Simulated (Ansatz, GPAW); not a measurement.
**A 2-layer slab of Pt(110) in an electric field**

How does a 2-layer slab of Pt(110) screen a perpendicular field?

Main program and level: GPAW 26.7.0 and Ansatz 0.2.0; Ansatz plane waves; slab in vacuum with a dipole correction, relaxation, in the first sound run; inputs show where later runs differ.

### 1. Starting point

The cell holds 2 atoms: 2 Pt. Its edges and angles: a = 3.920 Å, b = 2.772 Å, c = 15.386 Å, α = 90.0°, β = 90.0°, γ = 90.0°. Vacuum lies along c.

### 2. Relaxing the atoms

The atoms are relaxed first, since the surface dipole, and with it the work function, follows the positions of the outer layers. The lowest 1 atoms are held at bulk positions and keep their forces.

Input file input.yaml:

```yaml
crystal:
  lattice:
    - [3.92, 0.0, 0.0]
    - [0.0, 2.7718585823, 0.0]
    - [0.0, 0.0, 15.3859292911]
  atoms:
    - { symbol: Pt, position: [0.5, 0.5, 0.4549611445] }
    - { symbol: Pt, position: [0.0, 0.0, 0.5450388555] }
kpoints:
  mp_grid: { grid: [8, 11, 1] }
hamiltonian:
  xc: pbe
scf:
  occupations: { method: fermi_dirac, width: 0.1 }
efield:
  axis: 3
  dipole_correction: true
  ramp_width: 0.05
relax:
  f_tol: 0.02
  max_steps: 60
  constraints: [{ sites: [0] }]
output:
  write_potential: true
  write_density: true
  volumetric_format: npy
```

Command:

```bash
ansatz run input.yaml --threads 4 --pin off --max-ram 8192MiB --backend cpu --events-out ev --progress --plain --runs-dir out
```

Numbers of over 12 decimals in the logs are rounded to 6 here.

The program printed:

```text
Engine: ansatz 0.2.0, x86_64-unknown-linux-gnu
Pseudopotentials: kind: paw
Pseudopotential: Pt, paw, valence charge 18, recommended cutoff 420 eV (normal), Pt.paw.azcp
Functional definition: PBE
  parameter kappa = 0.804
  parameter beta = 0.066725
  exchange = pbe_x(kappa = kappa, mu = beta*pi^2/3)
  correlation = pbe_c(beta = beta)
Crystal: 2 atoms, lattice volume = 167.179 Å³
Basis set: ecut = 420 eV, 3255 PW (Γ), exchange–correlation on 54×40×216 points (8 copies of the dense FFT grid, shifted against one another)
Bands: 22, of which v1, the nominal top of the filled ones, is band 18 counted from 1 (17 counted from 0)
Symmetry: 4 space group operations
k-points: 30 of 88
Non-local potential: Pt, projectors of the file, l = 0: 3, l = 1: 2, l = 2: 2, l = 3: 1
PAW form: soft (Blöchl's): semilocal exchange-correlation on the pseudo side does not see the compensation charge
PAW one-centre angular grid: Pt, 590 points (default); XC on 64 Gauss nodes
Initial density: superposition of atomic densities (neutral atoms: chi_scale 0, normalization atom), corrected by the library's trained network
Initial wavefunctions: pseudopotential atomic-orbital guess
Functional: x = pbe(κ = 0.804, μ = 0.219515), c = pbe(β = 0.066725)
SCF iter   1: F=—  HF=-25043.552241 eV  |F-HF|=—  |Δ(HF+E_count)|=         —  Δρ=4.18e-3  dr2=1.60e-2  ethr=1.77e-3  p=0.000 e·Å  D=1.28e-13 V/Å  ΔV_dip=-0.00 eV  dr2_dipole=4.06e-10  V_vac-E_F(+/−)=5.44/5.44 eV  ⟨swp⟩=5.9  Hψ=2968  notcnv=0
efield: sawtooth ramp at fractional position 0.9750 (placed from the atoms, in the widest stretch of the axis that holds none; the zero of the levels goes with the place), width 0.0500; the density the first Hamiltonian is built on has a dipole p = 0.000 e·Å; the dipole correction subtracts the counter field D = 1.28e-13 V/Å, which shifts the + side's vacuum level by -0.00 eV against the − side's; the planar-averaged density in the ramp window peaks in size at 1.1e-4 e/Å³
preconditioner: auto → LDOS  [metal: Δε(μ)=0.040 eV  Ē_g=5.794 eV  σ=0.100 eV  W_gap=0.10  n_scr=24 (ndim 8)  ℏωp=12.8 eV  f_vac=0.682  D(μ)=5.08/eV (n_scr^D=34)  β→1.0]
SCF iter   2: F=—  HF=-25043.558104 eV  |F-HF|=—  |Δ(HF+E_count)|=   5.86e-3  Δρ=1.60e-3  dr2=4.46e-3  ethr=4.45e-5  p=0.000 e·Å  D=3.70e-5 V/Å  ΔV_dip=-0.00 eV  dr2_dipole=9.74e-8  V_vac-E_F(+/−)=5.31/5.31 eV  ⟨swp⟩=2.9  Hψ=1740  notcnv=0
SCF iter   3: F=—  HF=-25043.557380 eV  |F-HF|=—  |Δ(HF+E_count)|=   7.24e-4  Δρ=5.08e-4  dr2=8.96e-4  ethr=1.24e-5  p=-0.000 e·Å  D=-2.29e-5 V/Å  ΔV_dip=0.00 eV  dr2_dipole=4.68e-8  V_vac-E_F(+/−)=5.33/5.32 eV  ⟨swp⟩=2.0  Hψ=1020  notcnv=0
SCF iter   4: F=—  HF=-25043.557198 eV  |F-HF|=—  |Δ(HF+E_count)|=   1.82e-4  Δρ=2.03e-4  dr2=5.70e-5  ethr=2.49e-6  p=0.000 e·Å  D=4.84e-6 V/Å  ΔV_dip=-0.00 eV  dr2_dipole=1.67e-9  V_vac-E_F(+/−)=5.31/5.31 eV  ⟨swp⟩=2.0  Hψ=964  notcnv=0
iter 5 did not close the SCF: its close was put off for the readings that it lacked (scf_convergence_deferred on its scf_iter line)
SCF iter   5: F=-25043.557191 eV  HF=-25043.557193 eV  |F-HF|=1.54e-6  |Δ(HF+E_count)|=   5.60e-6  Δρ=3.22e-5  dr2=5.28e-6  ethr=1.58e-7  p=-0.000 e·Å  D=-1.36e-6 V/Å  ΔV_dip=0.00 eV  dr2_dipole=6.28e-10  V_vac-E_F(+/−)=5.30/5.30 eV  ⟨swp⟩=2.2  Hψ=989  notcnv=0
SCF iter   6: F=-25043.557194 eV  HF=-25043.557194 eV  |F-HF|=2.08e-7  |Δ(HF+E_count)|=   8.13e-7  Δρ=7.90e-6  dr2=1.45e-7  ethr=1.47e-8  p=0.000 e·Å  D=8.21e-7 V/Å  ΔV_dip=-0.00 eV  dr2_dipole=5.81e-12  V_vac-E_F(+/−)=5.29/5.29 eV  ⟨swp⟩=9.1  Hψ=5501  notcnv=0
SCF 1 converged in 6 iterations: F = -25043.557194 eV  dr2 = 1.45e-7
  greatest PAW one-centre occupation: 1.000 electrons in one spin orbital (limit 2), on the Pt atom at site 1 (counted from 0), in its partial waves of l = 0
relax step   1: F+E_penalty+E_count = -25043.55719371 eV  Δ(F+E_penalty+E_count) = +0.000e0 eV  max|allowed force component| = 1.904e0 eV/Å  Δτ_max = 0.0000 Å  (6 SCF iters, dr2 threshold 1.00e-5 eV, accepted)
Initial density: handed on by an earlier stage of this run
Initial wavefunctions: those handed on with the density
iter 1 solved again at ethr=5.98e-4 eV; its pass at ethr=3.10e-3 eV (dr2=2.15e-1 eV) is discarded
SCF iter   1: F=—  HF=-25043.935337 eV  |F-HF|=—  |Δ(HF+E_count)|=         —  Δρ=1.10e-2  dr2=2.04e-1  ethr=5.98e-4  p=-0.000 e·Å  D=-1.00e-6 V/Å  ΔV_dip=0.00 eV  dr2_dipole=2.61e-3  V_vac-E_F(+/−)=5.08/5.08 eV  ⟨swp⟩=1.3  Hψ=3109  notcnv=0
efield: sawtooth ramp at fractional position 0.9750 (handed on by an earlier solve), width 0.0500; the density the first Hamiltonian is built on has a dipole p = -0.000 e·Å; the dipole correction subtracts the counter field D = -1.00e-6 V/Å, which shifts the + side's vacuum level by +0.00 eV against the − side's; the planar-averaged density in the ramp window peaks in size at 4.0e-6 e/Å³
preconditioner: auto → LDOS  [metal: Δε(μ)=0.016 eV  Ē_g=5.997 eV  σ=0.100 eV  W_gap=0.04  n_scr=24 (ndim 8)  ℏωp=12.8 eV  f_vac=0.694  D(μ)=4.89/eV (n_scr^D=30)  β→1.0]
SCF iter   2: F=—  HF=-25043.921742 eV  |F-HF|=—  |Δ(HF+E_count)|=   1.36e-2  Δρ=6.34e-3  dr2=1.68e-1  ethr=5.68e-4  p=-0.009 e·Å  D=-9.46e-3 V/Å  ΔV_dip=0.15 eV  dr2_dipole=2.47e-2  V_vac-E_F(+/−)=5.36/5.21 eV  ⟨swp⟩=2.7  Hψ=1390  notcnv=0
SCF iter   3: F=—  HF=-25043.898471 eV  |F-HF|=—  |Δ(HF+E_count)|=   2.33e-2  Δρ=2.59e-3  dr2=2.26e-2  ethr=4.66e-4  p=0.002 e·Å  D=2.50e-3 V/Å  ΔV_dip=-0.04 eV  dr2_dipole=5.07e-4  V_vac-E_F(+/−)=5.21/5.24 eV  ⟨swp⟩=2.1  Hψ=1073  notcnv=0
SCF iter   4: F=—  HF=-25043.897101 eV  |F-HF|=—  |Δ(HF+E_count)|=   1.37e-3  Δρ=1.27e-3  dr2=9.82e-3  ethr=6.27e-5  p=-0.001 e·Å  D=-1.28e-3 V/Å  ΔV_dip=0.02 eV  dr2_dipole=1.46e-3  V_vac-E_F(+/−)=5.25/5.23 eV  ⟨swp⟩=2.8  Hψ=1070  notcnv=0
SCF iter   5: F=—  HF=-25043.896423 eV  |F-HF|=—  |Δ(HF+E_count)|=   6.78e-4  Δρ=5.08e-4  dr2=6.92e-4  ethr=2.73e-5  p=0.001 e·Å  D=8.15e-4 V/Å  ΔV_dip=-0.01 eV  dr2_dipole=1.39e-5  V_vac-E_F(+/−)=5.24/5.25 eV  ⟨swp⟩=1.1  Hψ=689  notcnv=0
SCF iter   6: F=—  HF=-25043.896404 eV  |F-HF|=—  |Δ(HF+E_count)|=   1.91e-5  Δρ=1.45e-4  dr2=6.02e-5  ethr=2.78e-7  p=0.000 e·Å  D=1.07e-4 V/Å  ΔV_dip=-0.00 eV  dr2_dipole=2.75e-6  V_vac-E_F(+/−)=5.24/5.25 eV  ⟨swp⟩=11.4  Hψ=6422  notcnv=0
SCF iter   7: F=-25043.896401 eV  HF=-25043.896400 eV  |F-HF|=7.59e-7  |Δ(HF+E_count)|=   4.14e-6  Δρ=4.12e-5  dr2=3.52e-6  ethr=1.67e-7  p=0.000 e·Å  D=1.16e-4 V/Å  ΔV_dip=-0.00 eV  dr2_dipole=6.67e-8  V_vac-E_F(+/−)=5.24/5.25 eV  ⟨swp⟩=12.0  Hψ=6213  notcnv=0
SCF 2 converged in 7 iterations: F = -25043.896401 eV  dr2 = 3.52e-6
[...]
SCF iter   2: F=—  HF=-25044.191687 eV  |F-HF|=—  |Δ(HF+E_count)|=   1.92e-2  Δρ=6.62e-3  dr2=1.75e-1  ethr=5.97e-4  p=-0.010 e·Å  D=-1.11e-2 V/Å  ΔV_dip=0.17 eV  dr2_dipole=2.28e-2  V_vac-E_F(+/−)=5.39/5.22 eV  ⟨swp⟩=2.2  Hψ=1242  notcnv=0
SCF iter   3: F=—  HF=-25044.165188 eV  |F-HF|=—  |Δ(HF+E_count)|=   2.65e-2  Δρ=2.50e-3  dr2=1.84e-2  ethr=4.86e-4  p=0.004 e·Å  D=4.12e-3 V/Å  ΔV_dip=-0.06 eV  dr2_dipole=9.01e-6  V_vac-E_F(+/−)=5.20/5.26 eV  ⟨swp⟩=2.0  Hψ=1084  notcnv=0
SCF iter   4: F=—  HF=-25044.163577 eV  |F-HF|=—  |Δ(HF+E_count)|=   1.61e-3  Δρ=1.27e-3  dr2=1.01e-2  ethr=5.10e-5  p=-0.002 e·Å  D=-2.06e-3 V/Å  ΔV_dip=0.03 eV  dr2_dipole=1.46e-3  V_vac-E_F(+/−)=5.25/5.21 eV  ⟨swp⟩=2.0  Hψ=1031  notcnv=0
SCF iter   5: F=—  HF=-25044.162824 eV  |F-HF|=—  |Δ(HF+E_count)|=   7.53e-4  Δρ=5.72e-4  dr2=8.54e-4  ethr=2.80e-5  p=0.001 e·Å  D=8.00e-4 V/Å  ΔV_dip=-0.01 eV  dr2_dipole=1.09e-5  V_vac-E_F(+/−)=5.24/5.25 eV  ⟨swp⟩=1.4  Hψ=807  notcnv=0
SCF iter   6: F=—  HF=-25044.162769 eV  |F-HF|=—  |Δ(HF+E_count)|=   5.53e-5  Δρ=1.82e-4  dr2=9.10e-5  ethr=2.78e-7  p=0.000 e·Å  D=3.58e-5 V/Å  ΔV_dip=-0.00 eV  dr2_dipole=4.24e-6  V_vac-E_F(+/−)=5.24/5.24 eV  ⟨swp⟩=11.8  Hψ=6470  notcnv=0
SCF iter   7: F=-25044.162769 eV  HF=-25044.162766 eV  |F-HF|=2.63e-6  |Δ(HF+E_count)|=   2.10e-6  Δρ=4.19e-5  dr2=2.40e-6  ethr=2.53e-7  p=0.000 e·Å  D=1.83e-5 V/Å  ΔV_dip=-0.00 eV  dr2_dipole=1.81e-8  V_vac-E_F(+/−)=5.24/5.24 eV  ⟨swp⟩=12.0  Hψ=6054  notcnv=0
SCF 3 converged in 7 iterations: F = -25044.162769 eV  dr2 = 2.40e-6
  Residual-converged pass: ⟨swp⟩=1.0  Hψ=780  notcnv=0  max |occ|·‖R‖ = 7.0e-9 eV (tolerance 1.0e-8 eV)  dr2=2.40e-6  dr2_onsite=9.64e-8  max |Δocc| = 1.6e-10
relax step   3: F+E_penalty+E_count = -25044.16276904 eV  Δ(F+E_penalty+E_count) = -2.664e-1 eV  max|allowed force component| = 1.124e0 eV/Å  Δτ_max = 0.1950 Å  (7 SCF iters, dr2 threshold 1.00e-4 eV, accepted)
[...]
relax step   4: F+E_penalty+E_count = -25044.30357105 eV  Δ(F+E_penalty+E_count) = -1.408e-1 eV  max|allowed force component| = 2.221e-1 eV/Å  Δτ_max = 0.1950 Å  (7 SCF iters, dr2 threshold 1.00e-4 eV, accepted)
[...]
relax step   5: F+E_penalty+E_count = -25044.30695599 eV  Δ(F+E_penalty+E_count) = -3.385e-3 eV  max|allowed force component| = 7.988e-2 eV/Å  Δτ_max = 0.0461 Å  (7 SCF iters, dr2 threshold 3.08e-6 eV, accepted)
SCF iter   1: F=—  HF=-25044.307666 eV  |F-HF|=—  |Δ(HF+E_count)|=         —  Δρ=6.97e-4  dr2=7.00e-4  ethr=2.05e-5  p=-0.000 e·Å  D=-9.78e-6 V/Å  ΔV_dip=0.00 eV  dr2_dipole=1.78e-6  V_vac-E_F(+/−)=5.37/5.37 eV  ⟨swp⟩=2.1  Hψ=1561  notcnv=0
efield: sawtooth ramp at fractional position 0.9750 (handed on by an earlier solve), width 0.0500; the density the first Hamiltonian is built on has a dipole p = -0.000 e·Å; the dipole correction subtracts the counter field D = -9.78e-6 V/Å, which shifts the + side's vacuum level by +0.00 eV against the − side's; the planar-averaged density in the ramp window peaks in size at 6.2e-7 e/Å³
preconditioner: auto → LDOS  [metal: Δε(μ)=0.075 eV  Ē_g=6.865 eV  σ=0.100 eV  W_gap=0.18  n_scr=24 (ndim 8)  ℏωp=12.8 eV  f_vac=0.715  D(μ)=2.49/eV (n_scr^D=10)  β→1.0]
SCF iter   2: F=—  HF=-25044.307664 eV  |F-HF|=—  |Δ(HF+E_count)|=   2.72e-6  Δρ=5.05e-4  dr2=1.11e-3  ethr=1.94e-6  p=0.001 e·Å  D=1.47e-3 V/Å  ΔV_dip=-0.02 eV  dr2_dipole=1.30e-4  V_vac-E_F(+/−)=5.33/5.35 eV  ⟨swp⟩=3.3  Hψ=1741  notcnv=0
SCF iter   3: F=—  HF=-25044.307442 eV  |F-HF|=—  |Δ(HF+E_count)|=   2.22e-4  Δρ=1.29e-4  dr2=9.72e-5  ethr=1.94e-6  p=-0.001 e·Å  D=-9.38e-4 V/Å  ΔV_dip=0.01 eV  dr2_dipole=1.93e-5  V_vac-E_F(+/−)=5.36/5.35 eV  ⟨swp⟩=2.0  Hψ=1006  notcnv=0
SCF iter   4: F=—  HF=-25044.307427 eV  |F-HF|=—  |Δ(HF+E_count)|=   1.54e-5  Δρ=4.92e-5  dr2=1.86e-5  ethr=2.70e-7  p=0.000 e·Å  D=2.09e-4 V/Å  ΔV_dip=-0.00 eV  dr2_dipole=3.21e-6  V_vac-E_F(+/−)=5.35/5.36 eV  ⟨swp⟩=2.0  Hψ=969  notcnv=0
SCF iter   5: F=—  HF=-25044.307425 eV  |F-HF|=—  |Δ(HF+E_count)|=   1.65e-6  Δρ=2.03e-5  dr2=2.68e-6  ethr=5.16e-8  p=0.000 e·Å  D=7.98e-5 V/Å  ΔV_dip=-0.00 eV  dr2_dipole=4.38e-7  V_vac-E_F(+/−)=5.35/5.36 eV  ⟨swp⟩=2.2  Hψ=877  notcnv=0
SCF iter   6: F=—  HF=-25044.307425 eV  |F-HF|=—  |Δ(HF+E_count)|=   1.34e-7  Δρ=7.71e-6  dr2=3.52e-7  ethr=7.45e-9  p=0.000 e·Å  D=2.19e-5 V/Å  ΔV_dip=-0.00 eV  dr2_dipole=5.08e-8  V_vac-E_F(+/−)=5.35/5.35 eV  ⟨swp⟩=1.9  Hψ=788  notcnv=0
SCF iter   7: F=-25044.307425 eV  HF=-25044.307425 eV  |F-HF|=1.20e-8  |Δ(HF+E_count)|=   1.00e-7  Δρ=1.37e-6  dr2=4.41e-9  ethr=2.78e-10  p=0.000 e·Å  D=2.08e-6 V/Å  ΔV_dip=-0.00 eV  dr2_dipole=2.19e-10  V_vac-E_F(+/−)=5.35/5.35 eV  ⟨swp⟩=10.5  Hψ=4825  notcnv=0
SCF 6 converged in 7 iterations: F = -25044.307425 eV  dr2 = 4.41e-9
relax step   6: F+E_penalty+E_count = -25044.30742510 eV  Δ(F+E_penalty+E_count) = -4.691e-4 eV  max|allowed force component| = 1.129e-3 eV/Å  Δτ_max = 0.0116 Å  (7 SCF iters, accepted)
NSCF: frozen V_eff on 30 k-points
the band table was solved once a step of the walk had ended and its energy, with any forces and stress, was formed, with the checks that follow a solve (4086 applications of the Hamiltonian). They found nothing against the state; the energy, forces and stress were not computed again (output.eigenvalues in the input reference)
WARN: The output density's exchange-correlation potential varies sharply where the density is thin. Do not read a vacuum level from v_tot or v_xc, or from such a field of the output density. On a cell that repeats whose density bears no net charge and no dipole along the vacuum's axis use v_es (v_loc + v_h of the components); under efield.dipole_correction with no amplitude use v_es + v_field, which holds any externa [...]
SCF converged after 7 iterations
Free energy (F): -25044.307425 eV
Harris-Foulkes:  -25044.307425 eV  (|F-HF|=1.20e-8)
Internal energy: -25044.223783 eV  (E = F + TS)
E sigma→0 (E₀):  -25044.265604 eV
Entropy (-TS):   -0.083643 eV (-41.821 meV/atom)
Fermi energy:    -0.187982 eV
Dipole field:    D = -0.000020 V/Å  (p = -0.000018 e·Å, saw-weighted, corrected)
Work function:   Φ+ = 5.3549 eV   Φ− = 5.3546 eV
Levels:          The Fermi level and band energies are counted from a zero that moves with the ramp; work functions are not
--- Per-component energies (eV) ---
  E_band       = -1091.491508
  E_kinetic    = 1276.142581
  E_local      = -24062.434702  (includes V_loc(G=0)·N_el)
  E_nonlocal   = 400.727396
  E_hartree    = 11238.707832
  E_xc         = -522.208343
  E_vxc        = -603.549747  (∫ρ·V_xc dr)
  E_paw        = -18909.213544  (= ΣΔE_a)
  E_vpaw       = -579.791066  (= ΣTr[D̂ρ^β])
  E_aug_tail   = 0.000408  (compensation charges beyond the density's cutoff)
  E_efield     = 0.000000  (sawtooth field / dipole correction)
  E_vefield    = -0.000220  (∫n·V_field dr)
  E_ewald      = 5534.054589
  E_smearing   = -0.083643  (= −TS)
  E_closure    = 0.000000  (closes the sum)
  Σ components = -25044.307425   (vs F -25044.307425, Δ=0.00e0)
--- Forces (eV/Å), atoms counted from 1 ---
  atom   1  Pt     0.00000000    -0.00000000    -0.00108563
  atom   2  Pt     0.00000000     0.00000000     0.00112945
  max |Σ_I F_I| component: 4.38e-5 eV/Å
--- Band table (eV; the first three rows and the last of 30) ---
  k-point 0: bands = [... 14 lower, -2.4661, -2.0755, -1.4976, -1.2215, 0.3480, 1.0268, 4.5999, 5.0401]
  k-point 1: bands = [... 14 lower, -2.5974, -2.3569, -1.3614, -1.2167, 0.7634, 0.7705, 4.7502, 5.7041]
  k-point 2: bands = [... 14 lower, -2.4497, -2.1998, -1.4573, -0.8039, 0.3709, 1.6773, 5.1984, 6.2113]
  k-point 29: bands = [... 14 lower, -1.8801, -1.8800, -0.2019, -0.2019, 2.3738, 2.3738, 6.3185, 6.3185]
--- Relaxed structure (6 steps of the walk, 6 accepted, 0 SCFs on fresh bases) ---
  F+E_penalty+E_count = -25044.30742510 eV   max|allowed force component| = 1.129e-3 eV/Å
  atoms:
    - { symbol: Pt, position: [0.5, 0.500000, 0.4549611445] }
    - { symbol: Pt, position: [0.0, -1.2406921730281161e-17, 0.504774] }
```

It took 12 s on 4 threads of Intel Xeon Platinum 8488C (Sapphire Rapids), shared host; peak memory 0.48 GiB.

Step by step:

```
step  energy less that of the first step (eV)  largest force component (eV/Å)
   1                                   0.0000                          1.9043
   2                                  -0.3392                          1.5672
   3                                  -0.6056                          1.1240
   4                                  -0.7464                          0.2221
   5                                  -0.7498                          0.0799
   6                                  -0.7502                          0.0011
```

Forces are held to the 4 operations that the run works with; a distortion that breaks them can't arise in this run.

The atoms that moved most (Å):

```
atom     dx     dy      dz  length
 Pt2  0.000  0.000  -0.620   0.620
```

Final coordinates:

```
Pt
1.0
     3.92000    0.00000    0.00000
     0.00000    2.77186    0.00000
     0.00000    0.00000   15.38593
Pt
2
Direct
  0.50000 0.50000 0.45496
  0.00000 0.00000 0.50477
```

This step gave:

```yaml
free_energy: -25044.3074 eV
smearing_term_ts: 0.08364 eV
symmetry_operations: 4
upper_work_function: 5.355 eV
lower_work_function: 5.355 eV
dipole_along_the_normal: -1.82e-5 e·Å
dipole_field: -1.97e-5 V/Å
vacuum_level_above: 5.167 eV
vacuum_level_below: 5.167 eV
```

Table of electrostatic potential energy of an electron (with the applied field's), less the Fermi level, planar mean by z:

z (Å), electrostatic potential energy of an electron (with the applied field's), less the Fermi level, planar mean (eV) and a bar from the least value:
```
      0.0        5.4 ##############################
      0.5        5.4 ##############################
      1.0        5.4 ##############################
      1.5        5.4 ##############################
      2.0        5.4 ##############################
      2.5        5.4 ##############################
      3.0        5.4 ##############################
      3.5        5.4 ##############################
      4.0        5.3 ##############################
      4.5        5.3 ##############################
      5.0        5.2 ##############################
      5.5        4.7 #############################
      6.0        2.2 ###########################
      6.5       -7.7 ################
      7.0      -18.6 ####
      7.5      -22.2 
      8.0      -13.8 #########
      8.5       -2.1 ######################
      9.0        3.8 ############################
      9.5        5.0 ##############################
     10.0        5.3 ##############################
     10.5        5.3 ##############################
     11.0        5.4 ##############################
     11.5        5.4 ##############################
     12.0        5.4 ##############################
     12.5        5.4 ##############################
     13.0        5.4 ##############################
     13.5        5.4 ##############################
     14.0        5.4 ##############################
     14.5        5.4 ##############################
     15.0        5.4 ##############################
```

Valence density, planar mean against z:

```
z (Å)  valence density, planar mean (e/Å³)
  3.5                               9.2e-5
  4.0                               4.0e-4
  4.5                              0.00175
  5.0                              0.00760
  5.5                               0.0343
  6.0                                0.158
  6.5                                0.824
  7.0                                 1.75
  7.5                                 1.96
  8.0                                 1.39
  8.5                                0.400
  9.0                               0.0760
  9.5                               0.0170
 10.0                              0.00381
 10.5                               8.8e-4
 11.0                               2.0e-4
 11.5                               4.6e-5
```

The relaxation lowered the energy of the cell by 0.750 eV.

(Continued in part 2 of 3.)

[Logs are printed without paths, hosts, clocks, repeated set-up lines and the standing remarks that a program may print on its own settings, such as how far it seeks lower states.]

[Hosts, paths, dates, database ids (printed as entryN), source tags and the programs' standing remarks are cut or masked in the printed files.]
